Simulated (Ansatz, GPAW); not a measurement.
# Work function of a 7-layer slab of Ca(111) at several levels, part 2 of 3

How far do functional and basis move the work function of a 7-layer slab of Ca(111)?

GPAW 26.7.0 and Ansatz 0.2.0; Ansatz plane waves; slab in vacuum with a dipole correction, relaxation (the session's first sound run).

So far, upper work function (eV): step 2 (relaxing the atoms) 2.95.

## (3) Plane waves, PBE

The work function is the vacuum plateau of the electrostatic potential less the Fermi level; a dipole layer lets the two faces have plateaus of their own.

This step: GPAW, PAW setups; slab in vacuum (GPAW 26.7.0).

Contents of run.py:

```python
import json
import numpy as np
from ase import Atoms
from gpaw import GPAW, PW

slab = Atoms(
    ['Ca', 'Ca', 'Ca', 'Ca', 'Ca', 'Ca', 'Ca'],
    positions=[
        [0.00000, 0.00000, 7.00000],
        [1.97283, 1.13901, 10.22161],
        [3.94566, 2.27803, 13.44323],
        [-0.00000, -0.00000, 16.62347],
        [1.97283, 1.13901, 19.80506],
        [3.94566, 2.27803, 22.98814],
        [-0.00000, -0.00000, 26.08423]],
    cell=[[3.94566, 0.0, 0.0], [1.97283, 3.41704, 0.0], [0.0, 0.0, 33.32969]],
    pbc=[True, True, False])

slab.calc = GPAW(mode=PW(400), xc='PBE', kpts={'size': (9, 9, 1), 'gamma': True},
                 occupations={'name': 'fermi-dirac', 'width': 0.1}, nbands='160%',
                 convergence={'density': 1e-05}, maxiter=200,
                 poissonsolver={'dipolelayer': 'xy'},
                 symmetry={'tolerance': 1e-3}, txt='slab.txt')
result = {}
energy = slab.get_potential_energy()
fermi = slab.calc.get_fermi_level()
v = slab.calc.get_electrostatic_potential().mean((0, 1)) - fermi
n = slab.calc.get_pseudo_density().mean((0, 1))
L = slab.cell[2, 2]
z = np.arange(len(v)) * L / len(v)
low, high = slab.positions[:, 2].min(), slab.positions[:, 2].max()
below, above = np.interp([low - 4.8, high + 4.8], z, v)
slopes = [np.interp(x, z, np.gradient(v, z)) for x in (low - 4.8, high + 4.8)]
eps = np.array([[slab.calc.get_eigenvalues(k, s) for k in range(len(slab.calc.get_ibz_k_points()))]
                for s in range(slab.calc.get_number_of_spins())]) - fermi
top, bottom = eps[eps < 0].max(), eps[eps > 0].min()
dipole = slab.get_dipole_moment()[2]
print(f'energy {energy:.4f} eV, Fermi level {fermi:.4f} eV, dipole {dipole:.5f} e A')
print(f'potential 4.8 A off the faces, from the Fermi level: lower {below:.4f} eV, upper {above:.4f} eV')
print(f'slope of the potential there: lower {slopes[0]:.5f}, upper {slopes[1]:.5f} eV/A')
print(f'nearest levels on the mesh: {top:.4f} and {bottom:.4f} eV')
print('magnetic moment', round(slab.get_magnetic_moment(), 3))
result.update(energy=energy, fermi=fermi, dipole=dipole, below=below, above=above, slopes=slopes, edges=[top, bottom],
              z=z.tolist(), v=v.tolist(), n=n.tolist(), positions=slab.positions.tolist(),
              forces=slab.get_forces(apply_constraint=False).tolist(), moments=slab.get_magnetic_moments().tolist())
json.dump(result, open('result.json', 'w'))
```

Started as:

```
$ OMP_NUM_THREADS=1 OPENBLAS_NUM_THREADS=1 python run.py
```

Output:

```text
energy -13.3021 eV, Fermi level 1.2731 eV, dipole 0.00333 e A
potential 4.8 A off the faces, from the Fermi level: lower 2.9986 eV, upper 2.9553 eV
slope of the potential there: lower -0.00664, upper 0.00678 eV/A
nearest levels on the mesh: -0.0159 and 0.0067 eV
magnetic moment 0.0
```

Elapsed: 7.9 min, on 1 thread of Arm Neoverse N1, shared host; peak memory 0.34 GiB.

Numbers from this step:

```yaml
dipole_along_the_normal: 0.003325 e·Å
levels_nearest_the_fermi_level_on_the_mesh: -0.01588, 0.006713 eV from the Fermi level
upper_work_function: 2.955 eV
lower_work_function: 2.999 eV
```

Table of electrostatic potential energy of an electron (without an applied field's), less the Fermi level, planar mean by z:

```tsv
z (Å)	electrostatic potential energy of an electron (without an applied field's), less the Fermi level, planar mean (eV)
0	2.98
1	3.00
2	3.00
3	2.99
4	2.89
5	2.29
6	-0.762
7	-11.9
8	-0.0981
9	0.977
10	-10.1
11	-1.85
12	1.56
13	-6.36
14	-4.55
15	1.63
16	-3.60
17	-7.49
18	1.41
19	-1.62
20	-10.4
21	0.851
22	-0.174
23	-11.7
24	-0.0766
25	0.346
26	-11.5
27	-1.31
28	2.13
29	2.83
30	2.94
31	2.96
32	2.96
33	2.96
```

The pseudo valence density, planar mean oscillates, so the rows of the table below give means over windows of 3.12 Å about each position, cut where the curve ends. Its maxima inside the range that stand out by 2 % of the span (Å: e/Å³): 7.1: 0.683, 10.2: 0.699, 13.5: 0.671, 16.7: 0.694, 19.8: 0.699, 22.9: 0.684, 26.0: 0.698. Its minima: 8.5: 0.0507, 11.9: 0.0507, 15.0: 0.0522, 18.1: 0.0522, 21.5: 0.0516, 24.6: 0.0546.

Pseudo valence density, planar mean against z; means over each step:

z (Å), pseudo valence density, planar mean (e/Å³) and a bar:
```
     1.56      0.000 
     4.68      0.018 ##
     7.80      0.235 ##############################
    10.92      0.235 ##############################
    14.04      0.236 ##############################
    17.16      0.236 ##############################
    20.28      0.236 ##############################
    23.40      0.238 ##############################
    26.52      0.228 #############################
    29.64      0.002 
    32.76      0.000
```

Force by atom:

```tsv
atom	x (eV/Å)	y (eV/Å)	z (eV/Å)	size
Ca1	0.0000	0.0000	0.0938	0.0938
Ca2	0.0000	0.0000	-0.0607	0.0607
Ca3	0.0000	0.0000	-0.0404	0.0404
Ca4	0.0000	0.0000	0.0012	0.0012
Ca5	0.0000	0.0000	0.0043	0.0043
Ca6	0.0000	0.0000	-0.0129	0.0129
Ca7	0.0000	0.0000	0.0157	0.0157
```

The potential is flat to 0.007 eV/Å where it is read, so the vacuum is wide enough. The geometry is the other program's minimum; here the largest force on a free atom is 0.016 eV/Å.

## (4) Self-consistent run: xc = "revPBE"

The same geometry under revPBE, to see how far the functional moves the levels against the vacuum.

Edit run.py of step 3 so:

```diff
@@ -18,3 +18,3 @@
 
-slab.calc = GPAW(mode=PW(400), xc='PBE', kpts={'size': (9, 9, 1), 'gamma': True},
+slab.calc = GPAW(mode=PW(400), xc='revPBE', kpts={'size': (9, 9, 1), 'gamma': True},
                  occupations={'name': 'fermi-dirac', 'width': 0.1}, nbands='160%',
```

Output:

```text
energy -12.2096 eV, Fermi level 1.3476 eV, dipole 0.00342 e A
potential 4.8 A off the faces, from the Fermi level: lower 2.9376 eV, upper 2.8930 eV
slope of the potential there: lower -0.00701, upper 0.00718 eV/A
nearest levels on the mesh: -0.0042 and 0.0313 eV
magnetic moment 0.0
```

The job ended after 8.3 min (1 thread; peak memory 0.34 GiB).

Numbers from this step:

```yaml
dipole_along_the_normal: 0.003422 e·Å
levels_nearest_the_fermi_level_on_the_mesh: -0.004228, 0.03126 eV from the Fermi level
upper_work_function: 2.893 eV
lower_work_function: 2.938 eV
```

Table of electrostatic potential energy of an electron (without an applied field's), less the Fermi level, planar mean by z:

```tsv
z (Å)	electrostatic potential energy of an electron (without an applied field's), less the Fermi level, planar mean (eV)
0	2.92
1	2.94
2	2.94
3	2.92
4	2.83
5	2.22
6	-0.840
7	-12.0
8	-0.177
9	0.899
10	-10.1
11	-1.93
12	1.49
13	-6.45
14	-4.63
15	1.56
16	-3.69
17	-7.58
18	1.34
19	-1.71
20	-10.5
21	0.774
22	-0.256
23	-11.8
24	-0.161
25	0.267
26	-11.6
27	-1.39
28	2.07
29	2.76
30	2.88
31	2.89
32	2.90
33	2.90
```

The pseudo valence density, planar mean oscillates, so the rows of the table below give means over windows of 3.12 Å about each position, cut where the curve ends. Its maxima inside the range that stand out by 2 % of the span (Å: e/Å³): 7.1: 0.683, 10.2: 0.699, 13.5: 0.671, 16.7: 0.694, 19.8: 0.699, 22.9: 0.684, 26.0: 0.698. Its minima: 8.5: 0.0510, 11.9: 0.0511, 15.0: 0.0526, 18.1: 0.0526, 21.5: 0.0520, 24.6: 0.0549.

Table of pseudo valence density, planar mean by z; means over each step:

```tsv
z (Å)	pseudo valence density, planar mean (e/Å³)
1.56	7.3e-5
4.68	0.0179
7.80	0.235
10.92	0.235
14.04	0.236
17.16	0.236
20.28	0.236
23.40	0.238
26.52	0.228
29.64	0.00229
32.76	1.1e-5
```

Force by atom:

```tsv
atom	x (eV/Å)	y (eV/Å)	z (eV/Å)	size
Ca1	0.0000	0.0000	0.0374	0.0374
Ca2	0.0000	0.0000	-0.0616	0.0616
Ca3	0.0000	0.0000	-0.0432	0.0432
Ca4	0.0000	0.0000	0.0013	0.0013
Ca5	0.0000	0.0000	0.0049	0.0049
Ca6	0.0000	0.0000	-0.0179	0.0179
Ca7	0.0000	0.0000	0.0786	0.0786
```

The upper face's work function is 2.893 eV, against 2.955 eV in the first plane-wave PBE run at this geometry.

## (5) OptPBE vdW: xc = "optPBE-vdW"

The same geometry under optPBE-vdW, to see how far the functional moves the levels against the vacuum (the van der Waals functionals take revPBE setups).

Edit run.py of step 4 so:

```diff
@@ -18,3 +18,3 @@
 
-slab.calc = GPAW(mode=PW(400), xc='revPBE', kpts={'size': (9, 9, 1), 'gamma': True},
+slab.calc = GPAW(mode=PW(400), xc='optPBE-vdW', kpts={'size': (9, 9, 1), 'gamma': True},
                  occupations={'name': 'fermi-dirac', 'width': 0.1}, nbands='160%',
```

Output:

```text
energy -60.5238 eV, Fermi level 1.2083 eV, dipole 0.00298 e A
potential 4.8 A off the faces, from the Fermi level: lower 3.1253 eV, upper 3.0862 eV
slope of the potential there: lower -0.01261, upper 0.01301 eV/A
nearest levels on the mesh: -0.0177 and 0.0124 eV
magnetic moment 0.0
```

Wall time 10 min (1 thread); peak memory 0.66 GiB.

Numbers from this step:

```
dipole along the normal                    : 0.002975 e·Å
levels nearest the Fermi level on the mesh : -0.01771, 0.01236 eV from the Fermi level
upper work function                        : 3.086 eV
lower work function                        : 3.125 eV
```

The electrostatic potential energy of an electron (without an applied field's), less the Fermi level, planar mean oscillates, so the rows of the table below give means over windows of 3.23 Å about each position, cut where the curve ends. Its maxima inside the range that stand out by 2 % of the span (Å: eV): 8.6: 1.69, 11.9: 1.71, 15.0: 1.66, 18.2: 1.66, 21.4: 1.62, 24.6: 1.43. Its minima: 7.0: -11.9, 10.2: -11.7, 13.4: -11.8, 16.7: -11.7, 19.8: -11.7, 23.0: -11.7, 26.0: -11.7.

Electrostatic potential energy of an electron (without an applied field's), less the Fermi level, planar mean against z; means over each step:

```tsv
z (Å)	electrostatic potential energy of an electron (without an applied field's), less the Fermi level, planar mean (eV)
1.61	3.12
4.84	1.57
8.07	-3.22
11.30	-3.15
14.53	-3.24
17.76	-3.25
20.99	-3.27
24.22	-3.58
27.45	-1.54
30.68	3.06
```

The upper face's work function is 3.086 eV, against 2.955 eV in the first plane-wave PBE run at this geometry.

## (6) Self-consistent run: xc = "vdW-DF2"

The same geometry under vdW-DF2, to see how far the functional moves the levels against the vacuum (the van der Waals functionals take revPBE setups).

Edit run.py of step 5 so:

```diff
@@ -18,3 +18,3 @@
 
-slab.calc = GPAW(mode=PW(400), xc='optPBE-vdW', kpts={'size': (9, 9, 1), 'gamma': True},
+slab.calc = GPAW(mode=PW(400), xc='vdW-DF2', kpts={'size': (9, 9, 1), 'gamma': True},
                  occupations={'name': 'fermi-dirac', 'width': 0.1}, nbands='160%',
```

Output:

```text
energy -265.3665 eV, Fermi level 1.1748 eV, dipole 0.00291 e A
potential 4.8 A off the faces, from the Fermi level: lower 3.1601 eV, upper 3.1223 eV
slope of the potential there: lower -0.01057, upper 0.01073 eV/A
nearest levels on the mesh: -0.0129 and 0.0423 eV
magnetic moment 0.0
```

The job ended after 13 min (1 thread; peak memory 0.66 GiB).

Numbers from this step:

```
dipole along the normal                    : 0.002905 e·Å
levels nearest the Fermi level on the mesh : -0.01289, 0.04235 eV from the Fermi level
upper work function                        : 3.122 eV
lower work function                        : 3.160 eV
```

Electrostatic potential energy of an electron (without an applied field's), less the Fermi level, planar mean against z:

```tsv
z (Å)	electrostatic potential energy of an electron (without an applied field's), less the Fermi level, planar mean (eV)
0	3.15
1	3.16
2	3.16
3	3.14
4	3.02
5	2.38
6	-0.617
7	-11.7
8	-0.0812
9	0.993
10	-9.93
11	-1.78
12	1.57
13	-6.26
14	-4.46
15	1.64
16	-3.52
17	-7.39
18	1.43
19	-1.56
20	-10.3
21	0.881
22	-0.125
23	-11.6
24	-0.0409
25	0.353
26	-11.4
27	-1.16
28	2.24
29	2.96
30	3.10
31	3.12
32	3.13
33	3.13
```

The upper face's work function is 3.122 eV, against 2.955 eV in the first plane-wave PBE run at this geometry.

## (7) Self-consistent run: xc = "LDA"

The same geometry under LDA, to see how far the functional moves the levels against the vacuum.

Edit run.py of step 6 so:

```diff
@@ -18,3 +18,3 @@
 
-slab.calc = GPAW(mode=PW(400), xc='vdW-DF2', kpts={'size': (9, 9, 1), 'gamma': True},
+slab.calc = GPAW(mode=PW(400), xc='LDA', kpts={'size': (9, 9, 1), 'gamma': True},
                  occupations={'name': 'fermi-dirac', 'width': 0.1}, nbands='160%',
```

Output:

```text
energy -15.0319 eV, Fermi level 1.1082 eV, dipole 0.00322 e A
potential 4.8 A off the faces, from the Fermi level: lower 3.0939 eV, upper 3.0520 eV
slope of the potential there: lower -0.00605, upper 0.00613 eV/A
nearest levels on the mesh: -0.0150 and 0.0354 eV
magnetic moment 0.0
```

Elapsed: 8 min, on 1 thread; peak memory 0.34 GiB.

Numbers from this step:

```yaml
dipole_along_the_normal: 0.003219 e·Å
levels_nearest_the_fermi_level_on_the_mesh: -0.01498, 0.03542 eV from the Fermi level
upper_work_function: 3.052 eV
lower_work_function: 3.094 eV
```

The upper face's work function is 3.052 eV, against 2.955 eV in the first plane-wave PBE run at this geometry.

## (8) Self-consistent run: xc = "RPBE"

The same geometry under RPBE, to see how far the functional moves the levels against the vacuum.

Edit run.py of step 7 so:

```diff
@@ -18,3 +18,3 @@
 
-slab.calc = GPAW(mode=PW(400), xc='LDA', kpts={'size': (9, 9, 1), 'gamma': True},
+slab.calc = GPAW(mode=PW(400), xc='RPBE', kpts={'size': (9, 9, 1), 'gamma': True},
                  occupations={'name': 'fermi-dirac', 'width': 0.1}, nbands='160%',
```

Output:

```text
energy -12.0698 eV, Fermi level 1.3630 eV, dipole 0.00342 e A
potential 4.8 A off the faces, from the Fermi level: lower 2.9400 eV, upper 2.8953 eV
slope of the potential there: lower -0.00756, upper 0.00775 eV/A
nearest levels on the mesh: -0.0072 and 0.0290 eV
magnetic moment 0.0
```

It took 8.7 min on 1 thread; peak memory 0.34 GiB.

Numbers from this step:

```yaml
dipole_along_the_normal: 0.003424 e·Å
levels_nearest_the_fermi_level_on_the_mesh: -0.007198, 0.02895 eV from the Fermi level
upper_work_function: 2.895 eV
lower_work_function: 2.940 eV
```

The upper face's work function is 2.895 eV, against 2.955 eV in the first plane-wave PBE run at this geometry.

## (9) Real-space grid: mode = "fd"

A real-space grid is a second complete basis, so it checks the plane-wave result.

Edit run.py of step 8 so:

```diff
@@ -3,3 +3,3 @@
 from ase import Atoms
-from gpaw import GPAW, PW
+from gpaw import GPAW
 
@@ -18,3 +18,3 @@
 
-slab.calc = GPAW(mode=PW(400), xc='RPBE', kpts={'size': (9, 9, 1), 'gamma': True},
+slab.calc = GPAW(mode='fd', h=0.18, xc='PBE', kpts={'size': (9, 9, 1), 'gamma': True},
                  occupations={'name': 'fermi-dirac', 'width': 0.1}, nbands='160%',
```

Output:

```text
energy -13.5971 eV, Fermi level -2.9758 eV, dipole 0.00314 e A
potential 4.8 A off the faces, from the Fermi level: lower 2.9945 eV, upper 2.9521 eV
slope of the potential there: lower -0.00598, upper 0.00619 eV/A
nearest levels on the mesh: -0.0162 and 0.0073 eV
magnetic moment 0.0
```

Elapsed: 42 min, on 1 thread; peak memory 1.4 GiB.

Numbers from this step:

| Property | Result |
| --- | --- |
| dipole along the normal | 0.003144 e·Å |
| levels nearest the Fermi level on the mesh | -0.01617, 0.007339 eV from the Fermi level |
| upper work function | 2.952 eV |
| lower work function | 2.994 eV |

The electrostatic potential energy of an electron (without an applied field's), less the Fermi level, planar mean oscillates, so the rows of the table below give means over windows of 3.17 Å about each position, cut where the curve ends. Its maxima inside the range that stand out by 2 % of the span (Å: eV): 8.6: 1.69, 11.9: 1.69, 15.0: 1.64, 18.2: 1.63, 21.4: 1.61, 24.5: 1.44. Its minima: 7.0: -11.9, 10.2: -11.8, 13.5: -11.7, 16.7: -11.7, 19.7: -11.7, 23.0: -11.7, 26.1: -11.9.

The electrostatic potential energy of an electron (without an applied field's), less the Fermi level, planar mean by z; means over each step:

```tsv
z (Å)	electrostatic potential energy of an electron (without an applied field's), less the Fermi level, planar mean (eV)
1.58	2.99
4.75	1.75
7.92	-3.28
11.09	-3.18
14.27	-3.26
17.43	-3.23
20.61	-3.25
23.77	-3.36
26.95	-2.99
30.12	2.90
```

The upper face's work function is 2.952 eV, against 2.955 eV in the first plane-wave PBE run at this geometry.

## (10) Atomic orbitals: mode = "lcao"

Atom-centred orbitals end a few angstrom from the surface, which tests how much the density's tail matters.

Edit run.py of step 9 so:

```diff
@@ -18,4 +18,4 @@
 
-slab.calc = GPAW(mode='fd', h=0.18, xc='PBE', kpts={'size': (9, 9, 1), 'gamma': True},
-                 occupations={'name': 'fermi-dirac', 'width': 0.1}, nbands='160%',
+slab.calc = GPAW(mode='lcao', basis='dzp', h=0.18, xc='PBE', kpts={'size': (9, 9, 1), 'gamma': True},
+                 occupations={'name': 'fermi-dirac', 'width': 0.1}, nbands='120%',
                  convergence={'density': 1e-05}, maxiter=200,
```

Output:

```text
energy -11.9619 eV, Fermi level -2.9511 eV, dipole 0.00340 e A
potential 4.8 A off the faces, from the Fermi level: lower 2.9735 eV, upper 2.9278 eV
slope of the potential there: lower -0.00164, upper 0.00164 eV/A
nearest levels on the mesh: -0.0158 and 0.0042 eV
magnetic moment 0.0
```

It took 37 min on 1 thread; peak memory 0.59 GiB.

Numbers from this step:

* dipole along the normal: 0.003404 e·Å
* levels nearest the Fermi level on the mesh: -0.01584, 0.004197 eV from the Fermi level
* upper work function: 2.928 eV
* lower work function: 2.974 eV

The electrostatic potential energy of an electron (without an applied field's), less the Fermi level, planar mean oscillates, so the rows of the table below give means over windows of 3.17 Å about each position, cut where the curve ends. Its maxima inside the range that stand out by 2 % of the span (Å: eV): 8.6: 1.67, 11.9: 1.68, 15.0: 1.62, 18.2: 1.62, 21.4: 1.59, 24.5: 1.41. Its minima: 7.0: -12.0, 10.2: -11.8, 13.5: -11.7, 16.7: -11.8, 19.7: -11.7, 23.0: -11.8, 26.1: -11.9.

The electrostatic potential energy of an electron (without an applied field's), less the Fermi level, planar mean by z; means over each step:

z (Å), electrostatic potential energy of an electron (without an applied field's), less the Fermi level, planar mean (eV) and a bar from the least value:
```
     1.58        3.0 ##############################
     4.75        1.7 ########################
     7.92       -3.3 
    11.09       -3.2 #
    14.27       -3.3 
    17.43       -3.3 #
    20.61       -3.3 #
    23.77       -3.4 
    26.95       -3.0 ##
    30.12        2.9 ##############################
```

The upper face's work function is 2.928 eV, against 2.955 eV in the first plane-wave PBE run at this geometry.

## (11) The ladder

Times are for 1 thread of Arm Neoverse N1, shared host. The runs compared:

```tsv
no.	run	upper work function (eV)	lower work function (eV)	time	memory (GiB)
1	pw	2.955	2.999	7.9 min	0.34
2	revPBE	2.893	2.938	8.3 min	0.34
3	optPBE vdW	3.086	3.125	10 min	0.66
4	vdW DF2	3.122	3.160	13 min	0.66
5	LDA	3.052	3.094	8 min	0.34
6	RPBE	2.895	2.940	8.7 min	0.34
7	fd	2.952	2.994	42 min	1.4
8	lcao	2.928	2.974	37 min	0.59
```

(Part 2 of 3 ends here.)

[Logs are printed without paths, hosts, clocks, repeated set-up lines and the standing remarks that a program may print on its own settings, such as how far it seeks lower states.]

[Hosts, paths, dates, database ids (printed as entryN), source tags and the programs' standing remarks are cut or masked in the printed files.]
